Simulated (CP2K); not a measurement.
The C K edge of dicyanamide was computed by TDDFT (CP2K XAS_TDP, aug-cc-pVTZ, TDA) at these levels: PBE, PBEh(45%) and PBEh(45%) + GW2X. The first three lines of C2 (bonded to 2 N) with a strength over 0.0015, energy in eV and strength:

| run | first | second | third |
| --- | --- | --- | --- |
| 1 | 270.72 (0.014) | 270.89 (0.009) | 271.13 (0.002) |
| 2 | 283.16 (0.065) | 283.57 (0.066) | 284.67 (0.003) |
| 3 | 288.01 (0.064) | 288.43 (0.065) | 289.53 (0.003) |

Q: Which run is which?

Run 1: PBE (0 % exact exchange). Run 2: PBEh(45%) (45 % exact exchange). Run 3: PBEh(45%) + GW2X (45 % exact exchange). Self-interaction lifts the core level, so the uncorrected lines rise with the share of exact exchange. The GW2X run keeps the spacings of its parent: 0.42 eV between the first two lines in run 3, 0.41 eV in run 2. Its shift is +4.85 eV, since the Kohn–Sham level at this share of exchange lies that far above the quasiparticle level.

[Hosts, paths, dates, database ids (printed as entryN), source tags and the programs' standing remarks are cut or masked in the printed files.]
